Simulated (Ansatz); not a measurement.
## Na3BrO (Pm-3m):Na_i (6-fold void), thermodynamic levels from a 60-atom cell

Wanted: the transition levels of a self-interstitial in Na3BrO (Pm-3m), from a cell of 60 host atoms with 1 Na put in.

Program: Ansatz 0.2.0. Level of theory: place-levels on PBEsol runs: charge-transition levels and formation energies with image-charge correction and potential alignment at the atomic sites. Results are calculated unless marked as measured.

## 1. The structure

The cell holds 61 atoms: 37 Na, 12 Br and 12 O. Its edges and angles: a = 10.156 Å, b = 12.847 Å, c = 9.084 Å, α = 90.0°, β = 90.0°, γ = 108.4°. It derives from Na3BrO (space group Pm-3m). Nearest the centre at fractional (0.833, 0.583, 0.000): Na61 at 0.00 Å, Na9 at 2.27 Å, Br42 at 2.27 Å, Na51 at 2.27 Å, Na36 at 2.27 Å, Br40 at 2.27 Å, Na37 at 2.27 Å, O15 at 3.21 Å.

Known beforehand: the electronic dielectric constant, 3.26, and the static one, 9.40, from a response run on this crystal (DFPT, PBEsol) at that run's own cell.

The cell's shortest repeat is 9.1 Å.

## 2. The runs of each charge state

Levels follow from differences of total energies between charge states, each relaxed by itself.

Each atom starts 0.05 Å or so off its site in a random direction: a symmetric start keeps its symmetry, and would miss off-centre moves and Jahn–Teller distortions. Forces are taken at one point at (¼, ¼, ¼). The cell holds 1 electron more than the neutral one, with a uniform background that keeps it neutral on the whole.

The sampling was tested on the host first: at the k-points planned (1x1x1 shifted 0.25 0.25 0.25) its energy lies 0.000 eV an atom from the dense-mesh value, under the bound of 0.02 eV set for this test; that bounds the host's error, not the defect's.

One state's input; the others differ in charge, spin, start and seed, and in occupations where the table says so.

The input, qm1.relax/input.yaml:

```yaml
crystal:
  lattice:
    - [9.08406599, 4.54203299, 0.0]
    - [-9.08406599, 9.08406599, 0.0]
    - [0.0, 0.0, 9.08406599]
  atoms:
    - { symbol: Na, position: [0.16666667, 0.16666667, 0.25] }
    - { symbol: Na, position: [0.5, 0.0, 0.25] }
    - { symbol: Na, position: [0.83333333, 0.33333333, 0.25] }
[... 1 atom line left out ...]
    - { symbol: Na, position: [0.5, 0.25, 0.25] }
[... 3 atom lines left out ...]
    - { symbol: Na, position: [0.66666667, 0.41666667, 0.0] }
[... 5 atom lines left out ...]
    - { symbol: O, position: [0.66666667, 0.41666667, 0.25] }
[... 2 atom lines left out ...]
    - { symbol: Na, position: [0.83333333, 0.33333333, 0.75] }
[... 11 atom lines left out ...]
    - { symbol: O, position: [0.66666667, 0.41666667, 0.75] }
    - { symbol: Na, position: [0.16666667, 0.66666667, 0.25] }
    - { symbol: Na, position: [0.5, 0.5, 0.25] }
    - { symbol: Na, position: [0.83333333, 0.83333333, 0.25] }
[... 2 atom lines left out ...]
    - { symbol: Na, position: [0.83333333, 0.58333333, 0.25] }
    - { symbol: Na, position: [0.0, 0.75, 0.0] }
[... 2 atom lines left out ...]
    - { symbol: Br, position: [0.0, 0.5, 0.0] }
[... 1 atom line left out ...]
    - { symbol: Br, position: [0.66666667, 0.66666667, 0.0] }
    - { symbol: O, position: [0.0, 0.75, 0.25] }
[... 2 atom lines left out ...]
    - { symbol: Na, position: [0.16666667, 0.66666667, 0.75] }
    - { symbol: Na, position: [0.5, 0.5, 0.75] }
    - { symbol: Na, position: [0.83333333, 0.83333333, 0.75] }
[... 2 atom lines left out ...]
    - { symbol: Na, position: [0.83333333, 0.58333333, 0.75] }
[... 6 atom lines left out ...]
    - { symbol: O, position: [0.0, 0.75, 0.75] }
[... 2 atom lines left out ...]
    - { symbol: Na, position: [0.833333, 0.583333, 0.0] }
  host:
    repeats: [1, 2, 2]
    atoms:
      - { symbol: Na, position: [0.16666667, 0.33333333, 0.5] }
      - { symbol: Na, position: [0.5, 0.0, 0.5] }
      # ... 13 more atoms of the perfect host
total_charge: -1
basis:
  ecutwfc: 420
  xc_grid: 2
hamiltonian:
  xc: pbesol
kpoints:
  mp_grid: { grid: [1, 1, 1], shift: [0.25, 0.25, 0.25] }
scf:
  occupations: { method: fixed }
  max_iter: 100
output:
  forces: true
  charged_corrections:
    epsilon: 3.26
    static_epsilon: 9.4
    defect_position: [0.833333, 0.583333, 0.0]
relax:
  f_tol: 0.02
  max_steps: 80
  random_displacement: { amplitude: 0.05, seed: 6572 }
checkpoint:
  write: "../qm1.relax.run"
  compress: false
  write_wavefunctions: true
  write_every: 100000
```

Command:

```console
$ ansatz run input.yaml --threads 4 --pin off --max-ram 7536MiB --backend cpu --events-out ev --progress --plain --runs-dir out
```

Defect states can disperse in a cell of this size, so the energy is taken again at a 2×2×2 shifted mesh, on the relaxed structure.

The run of this state that the levels use, under PBEsol:

The input, qm1.point/input.yaml:

```yaml
crystal:
  checkpoint: "../qm1.relax.run"
  host: checkpoint
total_charge: -1
basis:
  ecutwfc: 420
  xc_grid: 2
hamiltonian:
  xc: pbesol
kpoints:
  mp_grid: { grid: [2, 2, 2], shift: [0.5, 0.5, 0.5] }
scf:
  occupations: { method: fermi_dirac, width: 0.01 }
  max_iter: 100
output:
  forces: true
  eigenvalues: true
  charged_corrections:
    epsilon: 3.26
    static_epsilon: 9.4
    defect_position: [0.833333, 0.583333, 0.0]
  eigenstates: { localisation: true }
  populations: true
  band_densities: [{ bands: [v1, v1] }, { bands: [c1, c1] }]
  write_density: true
  write_potential: true
  volumetric_format: npy
checkpoint:
  read: "../qm1.relax.run"
  write: "../qm1.point.run"
  compress: false
  write_wavefunctions: false
  write_every: 100000
```

Relaxations under PBEsol at one point at (¼, ¼, ¼); times on 4 threads of Arm Neoverse V1, shared host:

| charge | moment (μB) | occupations | outcome | steps | largest displacement against the far atoms (Å) | time |
| --- | --- | --- | --- | --- | --- | --- |
| −1 | 0 | fixed | converged | 13 | 1.20 | 3.1 min |
| 0 | 1 | fixed | converged | 12 | 1.20 | 6.1 min |
| +1 | 0 | fixed | converged | 14 | 1.19 | 3.3 min |
| −1 | 2 | fixed | converged | 10 | 1.18 | 5.2 min |

Single points under PBEsol at a 2×2×2 shifted mesh; times on 4 threads of Arm Neoverse V1, shared host:

| charge | moment (μB) | occupations | outcome | time |
| --- | --- | --- | --- | --- |
| −1 | 0 | fermi-dirac | converged | 1.8 min |
| 0 | 1 | fermi-dirac | converged | 3.7 min |
| +1 | 0 | fermi-dirac | converged | 1.7 min |
| −1 | 2 | fermi-dirac | converged | 3.6 min |

Distances (Å) from Na61 to the nearest atoms after relaxation with PBEsol:

| charge | moment (μB) | 1. | 2. | 3. | 4. | 5. | 6. |
| --- | --- | --- | --- | --- | --- | --- | --- |
| −1 | 0 | O 2.34 | O 2.35 | Na 2.40 | Br 2.76 | Br 2.77 | Na 2.79 |
| −1 | 2 | O 2.36 | O 2.36 | Na 2.41 | Br 2.75 | Br 2.75 | Na 2.80 |
| 0 | 1 | O 2.34 | O 2.34 | Na 2.39 | Br 2.75 | Br 2.75 | Na 2.79 |
| +1 | 0 | O 2.34 | O 2.34 | Na 2.38 | Br 2.73 | Br 2.73 | Na 2.79 |

## 3. Levels against the band edges, PBEsol

A charged cell interacts with its images and the background, and its potential has another zero than the host's. place-levels removes the first by a point-charge model, screened by the static dielectric constant since the ions have relaxed around the charge, and the second by comparing potentials at atoms far from the defect.

The host is a run of the defect-free crystal in the same cutoffs, grids and k-points, so that basis and sampling errors cancel in part in the differences. Its band edges come from a run of the primitive cell that searches the zone for them. The host is run in a cell of 15 atoms on a matching mesh. Chemical potentials are energies per atom of Na (bcc), run with the same functional and cutoff.

The input, levels.point.yaml:

```yaml
host:
  run: host.point.run
  levels_from: { run: edges.point.run }
states: [qm1.point.run, q0_M1.point.run, qp1.point.run, qm1_M2.point.run]
geometry_from:
  qm1.point.run: qm1.relax.run
  q0_M1.point.run: q0_M1.relax.run
  qp1.point.run: qp1.relax.run
  qm1_M2.point.run: qm1_M2.relax.run
chemical_potentials:
  Na:
    energy: -1475.868162
    dataset: "<sha256 of the dataset>"
epsilon: 3.26
static_epsilon: 9.4
vertical:
  - { from: qm1.point.run, to: qm1.point_neutral.run }
  - { from: qp1.point.run, to: qp1.point_neutral.run }
  - { from: qm1_M2.point.run, to: qm1_M2.point_neutral.run }
```

Command:

```console
$ ansatz place-levels levels.point.yaml -- --threads 4 --pin off --max-ram 7536MiB
```

Numbers of over 12 decimals in the logs are rounded to 6 here.

The program printed:

```text
[... repeated set-up lines and file paths are left out, and long positions are rounded to six places ...]
(+1/0) 1.984 eV above the valence edge (+2.403 eV without the band-filling correction), in the conduction band
(0/-1) 2.001 eV above the valence edge (+2.678 eV without the band-filling correction), in the conduction band
formation energy of charge +1: -0.512 eV with the Fermi level at the valence edge
formation energy of charge 0: +1.472 eV with the Fermi level at the valence edge
formation energy of charge -1: +3.473 eV with the Fermi level at the valence edge
vertical -1 to 0: no energy, since no alignment is typed
  the change from vertical[0].from (qm1.point.run) to vertical[0].to (qm1.point_neutral.run): by its potential at epsilon 3.26 it stands at 0.834 0.584 0.755, with an rms radius of about 7.0 Å (3.5 4.5 4.1 Å across the planes of the cell's vectors); [...]
vertical +1 to 0: no energy, since no alignment is typed
  the change from vertical[1].from (qp1.point.run) to vertical[1].to (qp1.point_neutral.run): by its potential at epsilon 3.26 it stands at 0.834 0.584 0.247, with an rms radius of about 7.1 Å (3.5 4.6 4.1 Å across the planes of the cell's vectors); [...]
vertical -1 to 0: no energy, since no alignment is typed
  the change from vertical[2].from (qm1_M2.point.run) to vertical[2].to (qm1_M2.point_neutral.run): by its potential at epsilon 3.26 it is spread over the cell along a vector, with an rms radius of about 7.4 Å (3.3 5.0 4.4 Å across the planes of the cell's [...]
  edges by pbesol of host.levels_from (edges.point.run), its mesh sampled to repeats of 27.25 Å (the valence edge +0.043 eV and the conduction edge -0.624 eV from those of the host's own run), gap 1.938 eV; the host is sampled to repeats of 27.25 Å
  the defect's cells are sampled to repeats of 27.25 Å, like sampling
  charge +1: -94231.4929 eV with its correction of +0.331 eV, at epsilon 9.4, aligned at sites: +0.1265 eV, mean over 42 atomic sites at or beyond 4.54 Å from the defect at [0.8333, 0.5833, 0.0000], with +0.007950 for the charge's moments and without [...]
  charge 0: +0.000 eV for its dipole among its images, +0.100 omitted
  charge -1: -94219.3569 eV with its correction of -0.038 eV, at epsilon 9.4, aligned at sites: +0.2428 eV, mean over 42 atomic sites at or beyond 4.54 Å from the defect at [0.8333, 0.5833, 0.0000], with +0.009533 for the charge's moments and without [...]
  charge -1: states[3] (qm1_M2.point.run) stands 0.808 eV higher, with a moment of 2.00 μB against 0.00
  of states[2] (qp1.point.run): it parts from the run at its places by a charge that spreads by about 4.1 Å along one vector (1.6 Å or more is wide), by its potential at epsilon 3.26, taken for that of held ions (one typed too small widens it), where the cell [...]
  of states[1] (q0_M1.point.run): a band-filling correction moves a carrier to the host's band edge, which changes its energy by -0.419 eV; [...]
  of states[0] (qm1.point.run): it parts from the run at its places by a charge that spreads by about 4.1 Å along one vector (1.6 Å or more is wide), by its potential at epsilon 3.26, taken for that of held ions (one typed too small widens it), where the cell [...]
  of states[3] (qm1_M2.point.run): it parts from the run at its places by a charge that spreads by about 4.4 Å along one vector (1.6 Å or more is wide), by its potential at epsilon 3.26, taken for that of held ions (one typed too small widens it), where the [...]
  of vertical[0].from (qm1.point.run): its displacements don't fall off away from the defect: farther atoms stand 0.022 Å off the host's places. [...]
  of vertical[0].to (qm1.point_neutral.run): its displacements don't fall off away from the defect: farther atoms stand 0.022 Å off the host's places. [...]
  of vertical[1].from (qp1.point.run): its displacements don't fall off away from the defect: farther atoms stand 0.023 Å off the host's places. [...]
  of vertical[1].to (qp1.point_neutral.run): its displacements don't fall off away from the defect: farther atoms stand 0.023 Å off the host's places. [...]
  of vertical[2].from (qm1_M2.point.run): its displacements don't fall off away from the defect: farther atoms stand 0.016 Å off the host's places. [...]
  of vertical[2].to (qm1_M2.point_neutral.run): its displacements don't fall off away from the defect: farther atoms stand 0.016 Å off the host's places. [...]
```

Elapsed: 0.48 s, on 4 threads of Arm Neoverse V1, shared host.

Levels between the charges placed, in eV above the valence top:

|  | gap (eV) | (+1/0) | (0/−1) |
| --- | --- | --- | --- |
| PBEsol | 1.94 | 1.98 | 2.00 |

Corrections by state:

| charge | moment (μB) | image terms and alignment (eV) | band filling (eV) | ε used | over the lowest of its charge, as the program ranks them, band filling apart (eV) |
| --- | --- | --- | --- | --- | --- |
| +1 | 0.0 | 0.331 | - | 9.40 | 0.000 |
| 0 | 1.0 | 0.000 | -0.419 | - | 0.000 |
| −1 | 0.0 | -0.038 | -1.096 | 9.40 | 0.000 |
| −1 | 2.0 | -0.006 | - | 9.40 | 0.808 |

The charged structures listed were also run neutral, and place-levels reads from each pair, by the potential or the spins, how wide the charge is by which they differ; that can be the carrier of either run.

| charge | rms radius (Å) | spread where it is widest against the cell (Å) | wide from (Å) | reading |
| --- | --- | --- | --- | --- |
| +1 | 7.1 | 4.11 | 1.57 | wide |
| −1 | 7.0 | 4.14 | 1.57 | wide |

The neutral runs of these pairs need not share the spin of the lowest neutral state, and very wide values only mean spread over the cell.

From the program's caveats on the states, each cut to its opening words:

- charge +1, −1: it parts from the run at its places by a charge that spreads by about 4.1 Å along one vector (1.6 Å or more is wide), by its potential at epsilon 3.26, taken [...]
- charge +1: its alignment with the host at atomic sites is doubtful: a part of the defect, Na at [0.8334, 0.5836, 0.3766], stands 3.42 Å off the defect's place or the [...]
- charge +1: its alignment with the host at atomic sites is doubtful: the mean over the far sites moves by -0.0576 eV from their farther parts to their nearer, more than [...]
- charge +1: the far atoms show a dipole or second moment of the defect's charge, for which the correction takes or leaves out 0.102 eV: further moments aren't read, and [...]
- charge +1: its displacements don't fall off away from the defect: farther atoms stand 0.023 Å off the host's places
- charge 0 (1 μB): a band-filling correction moves a carrier to the host's band edge, which changes its energy by -0.419 eV
- charge 0 (1 μB): its alignment with the host at atomic sites is doubtful: a part of the defect, Na at [0.8334, 0.5836, 0.6215], stands 3.44 Å off the defect's place or the [...]
- charge 0 (1 μB): its alignment with the host at atomic sites is doubtful: the mean over the far sites moves by -0.0992 eV from their farther parts to their nearer, more than [...]
- charge 0 (1 μB), −1: the far atoms show a dipole or second moment of the defect's charge, for which the correction takes or leaves out 0.1 eV: further moments aren't read, and the [...]
- charge 0 (1 μB), −1: its displacements don't fall off away from the defect: farther atoms stand 0.022 Å off the host's places
- charge 0 (1 μB): its moments are held at its close (magnetization.spin_locking), by a field of 0.069 eV a Bohr magneton, and its energy and levels are of the state that this [...]
- charge −1: a band-filling correction moves a carrier to the host's band edge, which changes its energy by -1.096 eV
- charge −1: its alignment with the host at atomic sites is doubtful: a part of the defect, Na at [0.8338, 0.5841, 0.6216], stands 3.44 Å off the defect's place or the [...]
- charge −1: its alignment with the host at atomic sites is doubtful: the mean over the far sites moves by -0.1403 eV from their farther parts to their nearer, more than [...]

Formation energies (eV), elemental references (Δμ(Na) = 0.00 eV):

| charge | Fermi level at the valence top | at the conduction bottom |
| --- | --- | --- |
| +1 | -0.51 | 1.43 |
| 0 | 1.47 | 1.47 |
| −1 | 3.47 | 1.54 |

## 4. Effect of the sampling

The relaxations' own energies give the levels at their sampling, for comparison.

The input, levels.relax_mesh.yaml:

```yaml
host:
  run: host.relax.run
  levels_from: { run: edges.relax.run }
states: [qm1.relax.run, q0_M1.relax.run, qp1.relax.run, qm1_M2.relax.run]
chemical_potentials:
  Na:
    energy: -1475.868162
    dataset: "<sha256 of the dataset>"
```

Command:

```console
$ ansatz place-levels levels.relax_mesh.yaml -- --threads 4 --pin off --max-ram 7536MiB
```

The program printed:

```text
[...]
formation energy of charge +1: -0.511 eV with the Fermi level at the valence edge
formation energy of charge 0: +1.473 eV with the Fermi level at the valence edge
formation energy of charge -1: +3.469 eV with the Fermi level at the valence edge
  edges by pbesol of host.levels_from (edges.relax.run), its mesh sampled to repeats of 27.25 Å (the valence edge +0.060 eV and the conduction edge -0.841 eV from those of the host's own run), gap 1.938 eV; the host is sampled to repeats of 13.63 Å
[... the lines on each state left out ...]
```

Wall time 0.16 s (4 threads).

Levels between neighbouring charges, in eV above the valence top:

|  | gap (eV) | (+1/0) | (0/−1) |
| --- | --- | --- | --- |
| one point at (¼, ¼, ¼) | 1.94 | 1.98 | 2.00 |
| a 2×2×2 shifted mesh | 1.94 | 1.98 | 2.00 |

Going from one point at (¼, ¼, ¼) to a 2×2×2 shifted mesh moves formation energies against the elements by up to 0.00 eV; band-filling terms, which differ between samplings, are in these energies.

## 5. Outcome

* gap of the host: 1.94 eV (PBEsol)
* level (plus 1/0): 1.98 eV above the valence top, past the conduction bottom (2.40 eV above the valence top without the band-filling term)
* level (0/minus 1): 2.00 eV above the valence top, past the conduction bottom (2.68 eV above the valence top without the band-filling term)
* lowest of the charges placed, just above the valence top (0.02 eV): +1
* lowest of the charges placed, just below the conduction bottom (0.02 eV): +1
* lowest formation energy at mid-gap of the charges run, elemental references: 0.46 eV

**Reading.** Of the charges placed (−1, 0 and +1), +1 is the lowest from 0.02 eV above the valence top to 0.02 eV below the conduction bottom, a gap of 1.94 eV. Charges above +1 were not placed, so these runs say nothing of levels that involve them. States placed: +1 at 0 μB; 0 at 1 μB; −1 at 0 μB and 2 μB. Other spin states or structures, where not listed, weren't placed. The program finds carriers beyond a band edge of the host and adds a band-filling term at charge −1 (-1.10 eV) and 0 (-0.42 eV); steps to such a charge show no bound level, and a defect level inside a band would be read the same way. At charge −1, 0 and +1 the atom put in ends up to 1.0 Å from its starting place, so the name tells the start alone and the levels can join different sites. Going from one point at (¼, ¼, ¼) to a 2×2×2 shifted mesh moves formation energies against the elements by up to 0.00 eV; band-filling terms, which differ between samplings, are in these energies. The program doubts the alignment of potentials for at least one state, a sign that the cell is small. What this leaves open: PBEsol makes the gap too small and tends to spread out bound carriers; where a gas molecule sets a chemical potential or the host's formation energy, its binding is uncorrected.

[Logs are printed without paths, hosts, clocks, repeated set-up lines and the standing remarks that a program may print on its own settings, such as how far it seeks lower states.]

[Hosts, paths, dates, database ids (printed as entryN), source tags and the programs' standing remarks are cut or masked in the printed files.]

[Where a table of states has a column of steps, it counts the stored structures, which are thinned; the runs took as many ionic steps or more.]

[A defect's name tells the site on which it was built; relaxed atoms can leave that site.]

[For some hosts the program warned that the k-mesh of the response run may be too coarse for force constants and the static dielectric constant; such warnings are not shown here.]
